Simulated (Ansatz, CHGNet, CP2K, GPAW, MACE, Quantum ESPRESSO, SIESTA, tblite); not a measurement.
**Quantum ESPRESSO runs on random rock-salt (Na, Li, K)Cl solid solution (64 atoms)**

How do the settings of Quantum ESPRESSO change the result for random rock-salt (Na, Li, K)Cl solid solution (64 atoms)? A plane-wave run serves as the yardstick.

Calculated with Quantum ESPRESSO 7.5; the method is named at each step.

### Step 1. Set-up

The cell holds 64 atoms: 10 Na, 32 Cl, 11 Li and 11 K. Cell: a = 11.382 Å, b = 11.382 Å, c = 11.382 Å, α = 90.0°, β = 90.0°, γ = 90.0°. Rock-salt lattice (a = 5.691 Å, the mean of the end members), 2 x 2 x 2 cells, metal sites filled at random with 10 Na, 11 Li, 11 K; then minimised and run for 3 ps at 250 K (NVT) with a classical potential, last frame taken. Then every atom was moved at random, 0.05 Å r.m.s. a Cartesian component.

The yardstick, on the same geometry:

* method: Kohn-Sham DFT, PBE, PAW, plane waves (Ansatz 0.2.0); cutoff 420 eV, Γ point, fermi-dirac smearing of 0.05 eV; PAW set soft_2
* r.m.s. force component: 0.2478 eV/Å
* longest force: 0.924 eV/Å
* pressure: 2.117 GPa
* gap (highest filled to lowest empty level): 3.941 eV
* SCF cycles: 7
* time: 13 s on 4 threads of Arm Neoverse V1, shared host
* CPU time: 51 s

### Step 2. PBE, sssp-1.3.0-efficiency, 45/360 Ry

Method: Kohn-Sham DFT, PBE, SSSP efficiency 1.3.0 pseudopotentials, plane waves.

pw.in

```
&control
  calculation = 'scf'
  pseudo_dir = './pseudo'
  outdir = './tmp'
  disk_io = 'none'
  tprnfor = .true.
  tstress = .true.
/
&system
  ibrav = 0
  nat = 64
  ntyp = 4
  ecutwfc = 45
  ecutrho = 360
  nosym = .true.
  occupations = 'smearing'
  smearing = 'fd'
  degauss = 0.003675
/
&electrons
  conv_thr = 3.2e-07
  electron_maxstep = 100
  mixing_beta = 0.4
  mixing_mode = 'plain'
  diagonalization = 'david'
/
ATOMIC_SPECIES
Na 22.990 Na.upf
Cl 35.450 Cl.upf
Li 6.940 Li.upf
K 39.098 K.upf
CELL_PARAMETERS angstrom
11.38200 0.00000 0.00000
0.00000 11.38200 0.00000
0.00000 0.00000 11.38200
ATOMIC_POSITIONS crystal
Na 0.98393 0.01520 0.99957
Cl 0.22720 0.01427 0.01382
Li 0.04305 0.26518 0.24184
Cl 0.26074 0.26527 0.25223
K 0.24095 0.98628 0.26227
Cl 0.96770 0.02448 0.24074
Na 0.26470 0.26219 0.99962
Cl 0.01182 0.25834 0.01242
Na 0.98435 0.02636 0.50046
Cl 0.25470 0.01911 0.50827
K 0.99760 0.26954 0.74993
Cl 0.26630 0.28314 0.75468
K 0.25588 0.00236 0.76094
Cl 0.97599 0.01681 0.74650
Li 0.26931 0.24269 0.47893
Cl 0.03806 0.25837 0.48820
Li 0.01709 0.49504 0.01112
Cl 0.24055 0.50151 0.01818
K 0.98819 0.75508 0.26481
Cl 0.24716 0.72116 0.24806
Li 0.27029 0.48872 0.24992
Cl 0.00059 0.47398 0.23669
Na 0.24182 0.74595 0.00776
Cl 0.00686 0.73882 0.00925
K 0.97720 0.51854 0.51315
Cl 0.25443 0.48020 0.47952
K 0.91437 0.75827 0.77731
Cl 0.28531 0.73574 0.77789
Li 0.26683 0.50871 0.79368
Cl 0.03449 0.52621 0.78022
K 0.24850 0.74849 0.51369
Cl 0.99858 0.78796 0.52433
K 0.50245 0.00202 0.00642
Cl 0.76505 0.94057 0.92068
Li 0.49692 0.26278 0.25620
Cl 0.71632 0.23354 0.19694
Na 0.73682 0.01282 0.28396
Cl 0.49934 0.02803 0.27014
Na 0.75428 0.26169 0.98095
Cl 0.48558 0.26559 0.98536
Na 0.50691 0.01611 0.50503
Cl 0.74902 0.01353 0.52454
Li 0.49677 0.27345 0.75846
Cl 0.72898 0.25716 0.74748
Li 0.74351 0.04160 0.74415
Cl 0.51599 0.02316 0.74520
Li 0.69679 0.22326 0.53676
Cl 0.46929 0.25638 0.50944
Na 0.48977 0.49962 0.00924
Cl 0.75724 0.50879 0.99070
K 0.50306 0.74665 0.25817
Cl 0.74313 0.70630 0.29071
Na 0.74607 0.46123 0.21313
Cl 0.49450 0.47786 0.24029
Na 0.74911 0.73128 0.05547
Cl 0.49150 0.74221 0.00368
[... 4 atom lines left out ...]
Li 0.70938 0.45894 0.79162
Cl 0.49547 0.50225 0.77377
Li 0.73854 0.79828 0.48796
Cl 0.51012 0.79023 0.51236
K_POINTS gamma
```

Launch:

```
$ OMP_NUM_THREADS=1 mpirun -np 2 pw.x -in pw.in > output.txt
```

Output:

```text
Program PWSCF
     gamma-point specific algorithms are used
     Parallelization info
     sticks:   dense  smooth     PW     G-vecs:    dense   smooth      PW
     Min        6617    3306    823               573777   202978   25339
     Max        6620    3307    826               573780   202981   25346
     Sum       13237    6613   1649              1147557   405959   50685
     bravais-lattice index     =            0
     lattice parameter (alat)  =      21.5089  a.u.
     unit-cell volume          =    9950.6705 (a.u.)^3
     number of atoms/cell      =           64
     number of atomic types    =            4
     number of electrons       =       446.00
     number of Kohn-Sham states=          268
     kinetic-energy cutoff     =      45.0000  Ry
     charge density cutoff     =     360.0000  Ry
     scf convergence threshold =      3.2E-07
     mixing beta               =       0.4000
     number of iterations used =            8  plain     mixing
     Exchange-correlation= SLA  PW   PBX  PBC
                           (   1   4   3   4   0   0   0)
     crystal axes: (cart. coord. in units of alat)
               a(1) = (   1.000000   0.000000   0.000000 )
               a(2) = (   0.000000   1.000000   0.000000 )
               a(3) = (   0.000000   0.000000   1.000000 )
     reciprocal axes: (cart. coord. in units 2 pi/alat)
               b(1) = (  1.000000  0.000000  0.000000 )
               b(2) = (  0.000000  1.000000  0.000000 )
               b(3) = (  0.000000  0.000000  1.000000 )
     PseudoPot. # 1 for Na:
     Pseudo is Ultrasoft, Zval =  9.0
     PseudoPot. # 2 for Cl:
     Pseudo is Ultrasoft + core correction, Zval =  7.0
     PseudoPot. # 3 for Li:
     Pseudo is Ultrasoft, Zval =  3.0
     PseudoPot. # 4 for K :
     Pseudo is Projector augmented-wave + core cor, Zval =  9.0
     atomic species   valence    mass     pseudopotential
     Na                9.00    22.99000     Na( 1.00)
     Cl                7.00    35.45000     Cl( 1.00)
     Li                3.00     6.94000     Li( 1.00)
     K                 9.00    39.09800     K ( 1.00)
     No symmetry found
   Cartesian axes
     number of k points=     1  Fermi-Dirac smearing, width (Ry)=  0.0037
                       cart. coord. in units 2pi/alat
        k(    1) = (   0.0000000   0.0000000   0.0000000), wk =   2.0000000
     Dense  grid:   573779 G-vectors     FFT dimensions: ( 135, 135, 135)
     Smooth grid:   202980 G-vectors     FFT dimensions: (  96,  96,  96)
     Check: negative core charge=   -0.000001
     Initial potential from superposition of free atoms
     starting charge     440.7715, renormalised to     446.0000
     negative rho (up, down):  4.820E-01 0.000E+00
     Starting wfcs are  321 randomized atomic wfcs
     Self-consistent Calculation
     iteration #  1     ecut=    45.00 Ry     beta= 0.40
     Threshold (ethr) on eigenvalues was too large:
     Diagonalizing with lowered threshold
     negative rho (up, down):  4.848E-01 0.000E+00
     total energy              =   -3428.88313792 Ry
     estimated scf accuracy    <       3.19033242 Ry
     iteration #  2     ecut=    45.00 Ry     beta= 0.40
     negative rho (up, down):  4.773E-01 0.000E+00
     total energy              =   -3429.37567544 Ry
     estimated scf accuracy    <       0.21292691 Ry
     iteration #  3     ecut=    45.00 Ry     beta= 0.40
     c_bands:  2 eigenvalues not converged
     negative rho (up, down):  4.675E-01 0.000E+00
     total energy              =   -3429.40288663 Ry
     estimated scf accuracy    <       0.05111831 Ry
     iteration #  4     ecut=    45.00 Ry     beta= 0.40
     negative rho (up, down):  4.644E-01 0.000E+00
     total energy              =   -3429.40996996 Ry
     estimated scf accuracy    <       0.00487424 Ry
     iteration #  5     ecut=    45.00 Ry     beta= 0.40
     c_bands:  1 eigenvalues not converged
     negative rho (up, down):  4.637E-01 0.000E+00
     total energy              =   -3429.41118219 Ry
     estimated scf accuracy    <       0.00041987 Ry
     iteration #  6     ecut=    45.00 Ry     beta= 0.40
     negative rho (up, down):  4.632E-01 0.000E+00
     total energy              =   -3429.41142690 Ry
     estimated scf accuracy    <       0.00005304 Ry
     iteration #  7     ecut=    45.00 Ry     beta= 0.40
     negative rho (up, down):  4.630E-01 0.000E+00
     total energy              =   -3429.41145136 Ry
     estimated scf accuracy    <       0.00000539 Ry
     iteration #  8     ecut=    45.00 Ry     beta= 0.40
     negative rho (up, down):  4.628E-01 0.000E+00
     total energy              =   -3429.41145929 Ry
     estimated scf accuracy    <       0.00000083 Ry
     iteration #  9     ecut=    45.00 Ry     beta= 0.40
     negative rho (up, down):  4.627E-01 0.000E+00
     End of self-consistent calculation
          k = 0.0000 0.0000 0.0000 ( 25343 PWs)   bands (ev):
   -48.8123 -48.6135 -48.3626 -47.8802 -47.6758 -47.6622 -47.6533 -47.6525
   -47.4355 -47.3221 -43.1142 -42.7439 -42.6753 -42.4713 -42.4299 -42.4241
   -42.1382 -42.0646 -41.9287 -41.9084 -41.5272 -26.1554 -26.0499 -25.9006
   -25.7865 -25.7822 -25.6442 -25.5565 -25.5516 -25.5472 -25.4921 -25.2840
   -20.7571 -20.7327 -20.7226 -20.5706 -20.5367 -20.5105 -20.3160 -20.2875
   -20.2728 -19.8170 -19.8057 -19.7912 -19.6215 -19.6158 -19.6074 -19.6027
   -19.6016 -19.5965 -19.5959 -19.5895 -19.5858 -19.5845 -19.5737 -19.5522
   -19.3741 -19.3692 -19.3533 -19.2664 -19.2575 -19.2427 -12.5556 -12.4775
   -12.1185 -11.9968 -11.6874 -11.6110 -11.5731 -11.4269 -11.3989 -11.3771
   -11.3243 -11.3084 -11.2479 -11.2154 -11.1909 -11.1508 -11.1240 -11.0865
   -11.0595 -11.0336 -11.0164 -10.9689 -10.9458 -10.8972 -10.7972 -10.6198
   -10.5487 -10.4616 -10.3785 -10.2714 -10.1562  -9.9645  -9.6828  -9.6435
[...]
7.2406   7.4957   7.5534   7.8627   7.9636   8.0933   8.1821   8.2947
     8.3608   8.4199   8.4762   8.5087   8.5828   8.6892   8.7488   8.7634
     8.8267   8.8780   8.9511   8.9992   9.0367   9.0864   9.1385   9.1566
     9.1974   9.2317   9.3040   9.3387   9.3756   9.4360   9.4823   9.5120
     9.5677   9.6686   9.6720   9.7303   9.7620   9.8266   9.8499   9.9074
     9.9324   9.9961  10.0120  10.0640
     the Fermi energy is     4.9506 ev
!    total energy              =   -3429.41146110 Ry
     estimated scf accuracy    <       0.00000012 Ry
     smearing contrib. (-TS)   =      -0.00000000 Ry
     internal energy E=F+TS    =   -3429.41146110 Ry
     The total energy is F=E-TS. E is the sum of the following terms:
     one-electron contribution =   -1315.35019360 Ry
     hartree contribution      =     794.55099977 Ry
     xc contribution           =    -610.59217090 Ry
     ewald contribution        =   -1688.39462587 Ry
     one-center paw contrib.   =    -609.62547050 Ry
     convergence has been achieved in   9 iterations
     negative rho (up, down):  4.627E-01 0.000E+00
     Forces acting on atoms (cartesian axes, Ry/au):
     atom    1 type  1   force =     0.00712869   -0.00354766   -0.00284023
     atom    2 type  2   force =     0.00405116   -0.00620602   -0.00544359
     atom    3 type  3   force =    -0.00287408    0.00581135    0.00754207
     atom    4 type  2   force =     0.00303280   -0.00572053   -0.00395830
     atom    5 type  4   force =    -0.00691703    0.00742300   -0.00218660
     atom    6 type  2   force =    -0.00077315   -0.00245711    0.00730612
     atom    7 type  1   force =    -0.02355061   -0.00202009    0.00034924
     atom    8 type  2   force =    -0.01276368    0.00341079    0.00500091
     atom    9 type  1   force =     0.01956490    0.00714907    0.00172716
     atom   10 type  2   force =    -0.00161910    0.00545583   -0.00007736
     atom   11 type  4   force =     0.01562251    0.01078109   -0.00995488
     atom   12 type  2   force =     0.00905926   -0.00039142    0.00449245
[...]
atom   60 type  2   force =     0.00063949    0.00800884    0.00424521
     atom   61 type  3   force =    -0.00553727    0.02284081   -0.01376821
     atom   62 type  2   force =     0.00765845   -0.02145395   -0.00049353
     atom   63 type  3   force =    -0.00204164   -0.02000506    0.01050419
     atom   64 type  2   force =     0.01574409   -0.00843665   -0.00937092
     Total force =     0.134085     Total SCF correction =     0.000895
     Computing stress (Cartesian axis) and pressure
     negative rho (up, down):  4.627E-01 0.000E+00
          total   stress  (Ry/bohr**3)                   (kbar)     P=       20.79
   0.00012307   0.00000907   0.00000059           18.10        1.33        0.09
   0.00000907   0.00010482   0.00000594            1.33       15.42        0.87
   0.00000059   0.00000594   0.00019602            0.09        0.87       28.84
     Message from routine punch:
     Nothing written, as per user request (disk_io='none')
```

Wall time 4.3 min (2 MPI ranks of Arm Neoverse V1, shared host); peak memory 3.2 GiB.

Banners, paths, timers and routine set-up lines are dropped from the logs unmarked, and long logs keep their key lines alone; longer cuts are marked.

Against the reference:

| Property | Result |
| --- | --- |
| r.m.s. force component | 0.2488 eV/Å |
| r.m.s. difference of force components | 4.681 meV/Å |
| longest difference of force vectors | 20.64 meV/Å |
| force difference over r.m.s. force | 1.889 % |
| slope of forces against the reference's | 1.004 |
| correlation of force components | 0.9998 |
| gap (highest filled to lowest empty level) | 3.943 eV |
| gap difference | 0.0015 eV |
| pressure | 2.079 GPa |
| pressure difference | -0.038 GPa |

Length of the force difference by element (eV/Å):

```
element  atoms    mean    most
     Cl     32  0.0088   0.021
      K     11  5.0e-4  7.0e-4
     Li     11  9.0e-4  0.0018
     Na     10  0.0089   0.015
```

Levels nearest the highest filled one (eV from it): -0.77, -0.70, -0.64, -0.62, -0.56, -0.49, -0.45, -0.35, -0.28, -0.21, -0.14, 0.00, 3.94, 5.01, 5.27, 5.32, 5.63, 5.74, 5.86, 5.95, 6.07, 6.13, 6.19, 6.25.

A closer look about Cl48, which bears the longest force: 14 atoms, nearest first, numbered in the order of the input, with positions taken from that point.

```
atom      x      y      z  distance (Å)  bonds     Fx     Fy  Fz (eV/Å)
Cl48   0.00   0.00   0.00          0.00      6   0.85  -0.35       0.08
Li15  -2.28  -0.16  -0.35          2.31      5  -0.57   0.29       0.09
Li47   2.59  -0.38   0.31          2.64      4  -0.08   0.41      -0.23
Na41   0.43  -2.73  -0.05          2.77      6  -0.53   0.28       0.16
Li43   0.31   0.19   2.83          2.86      6  -0.56  -0.03       0.06
Li35   0.31   0.07  -2.88          2.90      5   0.04  -0.04      -0.01
 K57   0.70   2.91  -0.05          2.99      7  -0.06   0.01       0.01
Cl26  -2.45   2.55  -0.34          3.55      5   0.13   0.28      -0.16
Cl12  -2.31   0.30   2.79          3.64      5   0.23  -0.01       0.12
Cl10  -2.44  -2.70  -0.01          3.64      6  -0.04   0.14       0.00
Cl58   3.32   1.48  -0.74          3.71      4  -0.29  -0.09       0.15
 Cl4  -2.37   0.10  -2.93          3.77      6   0.08  -0.15      -0.10
Cl38   0.34  -2.60  -2.72          3.78      6   0.30  -0.14      -0.11
Cl46   0.53  -2.65   2.68          3.81      6   0.41   0.35      -0.07
```

Forces lie 1.9 % from the reference's, at 10 times its CPU time (on 2 against 4 cores).

### Step 3. PBE, gbrv-1.5, 40/200 Ry

Method: Kohn-Sham DFT, PBE, GBRV 1.5 ultrasoft pseudopotentials, plane waves.

The pseudopotential files are exchanged too: ./pseudo now holds the set gbrv-pbe-1.5.

Changes to pw.in since step 2:

```diff
@@ -12,4 +12,4 @@
   ntyp = 4
-  ecutwfc = 45
-  ecutrho = 360
+  ecutwfc = 40
+  ecutrho = 200
   nosym = .true.
```

Output:

```text
[banner, memory and clock lines left out]
Program PWSCF
     gamma-point specific algorithms are used
     bravais-lattice index     =            0
     lattice parameter (alat)  =      21.5089  a.u.
     unit-cell volume          =    9950.6705 (a.u.)^3
     number of atoms/cell      =           64
     number of atomic types    =            4
     number of electrons       =       446.00
     number of Kohn-Sham states=          268
     kinetic-energy cutoff     =      40.0000  Ry
[... lines left out ...]
     scf convergence threshold =      3.2E-07
[... lines left out ...]
     number of k points=     1  Fermi-Dirac smearing, width (Ry)=  0.0037
[... lines left out ...]
     total energy              =   -2812.62478305 Ry
[... lines left out ...]
     total energy              =   -2813.08649834 Ry
[... lines left out ...]
     total energy              =   -2813.15639196 Ry
[... lines left out ...]
     c_bands:  3 eigenvalues not converged
[... lines left out ...]
     total energy              =   -2813.16862662 Ry
[... lines left out ...]
     total energy              =   -2813.16863597 Ry
[... lines left out ...]
   -47.4387 -47.3254 -43.1178 -42.7470 -42.6788 -42.4743 -42.4332 -42.4270
   -42.1412 -42.0675 -41.9313 -41.9114 -41.5303 -26.1706 -26.0652 -25.9156
[...]
9.1951   9.2295   9.3022   9.3362   9.3734   9.4343   9.4811   9.5100
     9.5667   9.6670   9.6710   9.7291   9.7612   9.8259   9.8489   9.9066
     9.9317   9.9947  10.0106  10.0639
     the Fermi energy is     4.9502 ev
!    total energy              =   -2813.16863727 Ry
     estimated scf accuracy    <       0.00000026 Ry
     smearing contrib. (-TS)   =      -0.00000000 Ry
     internal energy E=F+TS    =   -2813.16863727 Ry
     The total energy is F=E-TS. E is the sum of the following terms:
     one-electron contribution =   -1333.84275954 Ry
     hartree contribution      =     795.45190120 Ry
     xc contribution           =    -586.38315306 Ry
     ewald contribution        =   -1688.39462587 Ry
     convergence has been achieved in   9 iterations
     negative rho (up, down):  4.634E-01 0.000E+00
     Forces acting on atoms (cartesian axes, Ry/au):
     atom    1 type  1   force =     0.00714589   -0.00353455   -0.00282500
     atom    2 type  2   force =     0.00404467   -0.00620626   -0.00544749
     atom    3 type  3   force =    -0.00293698    0.00580499    0.00754181
[...]
atom   63 type  3   force =    -0.00201051   -0.01996354    0.01052780
     atom   64 type  2   force =     0.01572939   -0.00842649   -0.00937251
     Total force =     0.133897     Total SCF correction =     0.001376
     Computing stress (Cartesian axis) and pressure
     negative rho (up, down):  4.634E-01 0.000E+00
          total   stress  (Ry/bohr**3)                   (kbar)     P=       18.53
   0.00010773   0.00000907   0.00000058           15.85        1.33        0.09
   0.00000907   0.00008949   0.00000596            1.33       13.16        0.88
   0.00000058   0.00000596   0.00018062            0.09        0.88       26.57
     Message from routine punch:
     Nothing written, as per user request (disk_io='none')
```

Run time: 3 min. Hardware: 2 MPI ranks; peak memory 1.6 GiB; 5.9 min of CPU time.

Against the reference:

```yaml
r_m_s_force_component: 0.2485 eV/Å
r_m_s_difference_of_force_components: 4.78 meV/Å
longest_difference_of_force_vectors: 19.89 meV/Å
force_difference_over_r_m_s_force: 1.929 %
slope_of_forces_against_the_reference_s: 1.002
correlation_of_force_components: 0.9998
spacing_of_highest_filled_and_lowest_empty_level: 3.942 eV
gap_difference: 0.0004 eV
pressure: 1.853 GPa
pressure_difference: -0.264 GPa
```

Against the first run (1.9 %), the force difference from the reference is 1.9 %, at 0.68 times the CPU time.

### Step 4. The ladder

Differences are against the plane-wave reference, forces as r.m.s. over components; share is that over the reference's r.m.s. force, slope the least-squares factor from reference forces to these. Total energies of different programs have different zeros and aren't compared.

```
                                     run  Δ force, r.m.s. (meV/Å)  share (%)  slope  Δ pressure (GPa)  Δ gap (eV)  cores  CPU time  memory (GiB)
                               reference                        -          -      -                 -           -      4      51 s           1.5
QE PBE, sssp-1.3.0-efficiency, 45/360 Ry                     4.68       1.89  1.004            -0.038      0.0015      2   8.7 min           3.2
             QE PBE, gbrv-1.5, 40/200 Ry                     4.78       1.93  1.002            -0.264      4.0e-4      2   5.9 min           1.6
```

CPU time is summed over cores on a shared host, where runs went side by side, so it is rough. Symmetry, cutoffs, thresholds, outputs and thread counts weren't matched or tuned between programs; memory under MPI is the largest rank's times the ranks.

A second geometry, displaced anew (every atom was moved at random, 0.04 Å r.m.s. a Cartesian component), gives an energy difference that all programs can be tested on. The reference puts it at -5.061 meV/atom.

```
                                     run  energy less the first geometry's (meV/atom)  error (meV/atom)  force share at the second geometry (%)
QE PBE, sssp-1.3.0-efficiency, 45/360 Ry                                       -5.091           -0.0295                                    2.17
             QE PBE, gbrv-1.5, 40/200 Ry                                       -5.091           -0.0297                                    2.21
```

### Step 5. Outcome

```
nearest in forces : a tie at 1.9 % of 2 runs: QE PBE, sssp-1.3.0-efficiency, 45/360 Ry; QE PBE, gbrv-1.5, 40/200 Ry
```

**Reading.** PBE on plane waves or a grid with other potentials, cutoffs or grids differs from the reference by 1.9 % in each run of the r.m.s. force; this holds the reference's own error, so differences of a few per cent don't tell which side is nearer the exact PBE result (QE's 45 Ry are 612 eV, against the reference's 420 eV). None of the electronic-structure runs in the table takes under half the reference's CPU time of 51 s; they take 7.0 to 10 times as much. PBE gaps agree with the reference's 3.94 eV within 0.002 eV. These are spacings on the run's k-points, which needn't hold the band edges. All runs miss the energy difference between the two geometries, -5.06 meV/atom in the reference, by about 0.029 meV/atom. The host structure and its lattice constant were typed by rule, without a check against the phase diagram. The reference's pressure of 2.1 GPa belongs to a cell and atoms that aren't relaxed at this level. The electronic-structure runs sample only Γ, in a cell whose shortest periodic width is 11 Å.

[Also dropped from logs without a mark: logging warnings of Python, and SIESTA's first energy breakdown and zero terms.]

[Logs are printed without paths, hosts, clocks, repeated set-up lines and the standing remarks that a program may print on its own settings, such as how far it seeks lower states.]

[Hosts, paths, dates, database ids (printed as entryN), source tags and the programs' standing remarks are cut or masked in the printed files.]
